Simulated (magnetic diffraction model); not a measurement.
# HoPbC₄: what an assumed order does to the neutron pattern

Space group Pbam (no. 55), a = 6.5540 Å, b = 12.7850 Å, c = 3.9870 Å.

```
site  atom       x       y    z
  4g    Pb  0.3765  0.9182    0
  4g    Ho  0.3668  0.6509    0
  4h     C  0.1259  0.5476  1/2
  4h     C  0.1298  0.9686  1/2
  4h     C  0.2114  0.8105  1/2
  4h     C  0.0330  0.6917  1/2
```

This is a made-up structure (elements placed in a structure type, unrelaxed), so the numbers test the method and describe no known phase.

Only Ho is taken to order (form factors of Ho3+); orders and moment sizes are assumed, and not adapted to the symmetry. Radiation: neutrons of λ = 2.36 Å, 8° to 55°; isotropic B of 0.42 Å² (Pb), 0.62 Å² (Ho) and 0.87 Å² (C). The intensities are simulated: I ∝ L Σ (|F_N|² + |F_M⊥|²) for unpolarised neutrons, with F_M = 2.695 fm/μB × Σ f(s) S exp(2πi Q·r) exp(−B s²) at Q = H ± k (one set where k and −k are equivalent), only the part normal to Q counting and L = 1/(sin²θ cos θ). For collinear order S is the moment m, which repeats by lattice and centring translations R with the sign exp(−2πi k·R). Form factors are spin-only for 3d ions and dipole or tabulated for f ions, scattering lengths are Sears's of 1992, and absorption is left out. A label names one of the reflections at its angle. The strongest nuclear line in the range is 100, and lines under 0.2 are left out.

Assume the order k = (0 1/2 0), collinear moments along [010], 6.2 μB on Ho; signs + at (0.3668, 0.6509, 0), − at (0.6332, 0.3491, 0), + at (0.8668, 0.8491, 0), − at (0.1332, 0.1509, 0).

Predict the pattern, nuclear and magnetic parts apart.

```csv
2θ (°),index,nuclear,magnetic
21.27,(0 2 0),21.6,0.0
21.42,(1 1/2 0),0.0,28.6
23.34,(1 1 0),41.1,0.0
26.25,(1 -3/2 0),0.0,86.6
29.89,(1 2 0),9.6,0.0
34.04,(1 5/2 0),0.0,46.7
34.43,(0 0 1),40.0,0.0
34.86,(0 1/2 1),0.0,103.8
38.14,(0 3/2 1),0.0,28.1
40.91,(1 1/2 1),0.0,15.3
42.02,(1 1 1),1.4,0.0
42.21,(2 0 0),0.3,0.0
42.57,(2 1/2 0),0.0,68.1
43.33,(0 4 0),2.3,0.0
43.41,(1 -7/2 0),0.0,11.7
43.64,(2 1 0),4.1,0.0
43.81,(1 -3/2 1),0.0,80.0
45.38,(2 3/2 0),0.0,20.5
46.23,(1 2 1),8.2,0.0
48.50,(1 4 0),6.3,0.0
49.19,(1 5/2 1),0.0,77.1
51.97,(0 7/2 1),0.0,7.4
52.65,(1 3 1),100.0,0.0
53.83,(1 9/2 0),0.0,0.8
54.03,(2 3 0),13.0,0.0
```

The strongest magnetic line in the range is (0 1/2 1) at 34.86° (103.8). On top of the Lorentz factor, which all lines share, magnetic lines fade with angle because f falls: for Ho3+ it is 0.96, 0.85, 0.71 and 0.44 at sin θ/λ = 0.1, 0.2, 0.3 and 0.5 Å⁻¹, while nuclear lengths stay constant. The order has no net moment.

[Logs are printed without paths, hosts, clocks, repeated set-up lines and the standing remarks that a program may print on its own settings, such as how far it seeks lower states.]
